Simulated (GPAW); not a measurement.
A computed F K-edge spectrum of one site in a crystal of Cr, F and K, with its zero at a photon energy of about 680.0 eV (LDA puts this hole about 5 eV below PBE, itself good to a few eV). Method: GPAW, LDA + U, full core hole (charged cell) in a small cell, dipole transitions, broadening that rises with energy.

Energy from the lowest empty level; intensity scaled to a mean of 1 over the first 20 eV:

```
E (eV)  intensity
 -2.00       0.00
 -1.25       0.00
 -0.50       0.01
  0.25       0.27
  1.00       0.42
  1.75       0.72
  2.50       1.59
  3.25       1.70
  4.00       2.13
  4.75       1.83
  5.50       1.51
  6.25       1.30
  7.00       1.04
  7.75       1.11
  8.50       1.21
  9.25       1.07
 10.00       0.84
 10.75       0.62
 11.50       0.44
 12.25       0.38
 13.00       0.43
 13.75       0.57
 14.50       0.75
 15.25       0.92
 16.00       1.07
 16.75       1.16
 17.50       1.11
 18.25       0.98
 19.00       0.83
 19.75       0.75
 20.50       0.75
 21.25       0.81
 22.00       0.91
 22.75       1.03
 23.50       1.14
 24.25       1.22
 25.00       1.26
 25.75       1.24
 26.50       1.19
 27.25       1.16
 28.00       1.15
 28.75       1.15
 29.50       1.14
 30.25       1.12
 31.00       1.08
```

**Question.** Which coordination does this site have?

A K edge sees empty p states; the first features are F p mixed into the empty d states of the Cr neighbours, and the broad ones above probably into the cations' higher empty bands. It is atom 7 of KCrF3 (C2/m), with 1 Cr at 1.98 Å and 1 Cr at 2.31 Å (linear, site symmetry 2). Its main maxima below 24 eV lie at 4.1 eV (2.15), 8.4 eV (1.21) and 16.9 eV (1.16). A near-edge spectrum doesn't fix the structure by itself; it is matched against candidates. The hole lies in one spin channel, while the script sums the empty states of both and takes the lower zero; where the two channels are split, this blurs and shifts the curve. The crystal has 3 inequivalent F sites and not all are shown here, while a measurement adds them all. The spins start ferromagnetically in a simple order, which needn't be the measured one; gap and edge can depend on it. The holes are only 5.8 Å apart, so the shape is probably not converged with cell size; no larger cell was run here. The mesh is coarse (0.37 Å⁻¹ between points), so small maxima may be mesh ripples. The structure is a published determination, not relaxed.

[Banner, clock and machine lines of the logs are left out without a mark of their own.]

[Logs are printed without paths, hosts, clocks, repeated set-up lines and the standing remarks that a program may print on its own settings, such as how far it seeks lower states.]

[Hosts, paths, dates, database ids (printed as entryN), source tags and the programs' standing remarks are cut or masked in the printed files.]

[Lists of maxima count a maximum above −3 eV only where it reaches 4 % of the highest in the window and stands out from its surroundings by 2 % of it (1.5 % where it reaches 55 %); shoulders and weaker maxima are passed over, and of the rest the first, up to two pre-edge ones and the few strongest are named.]
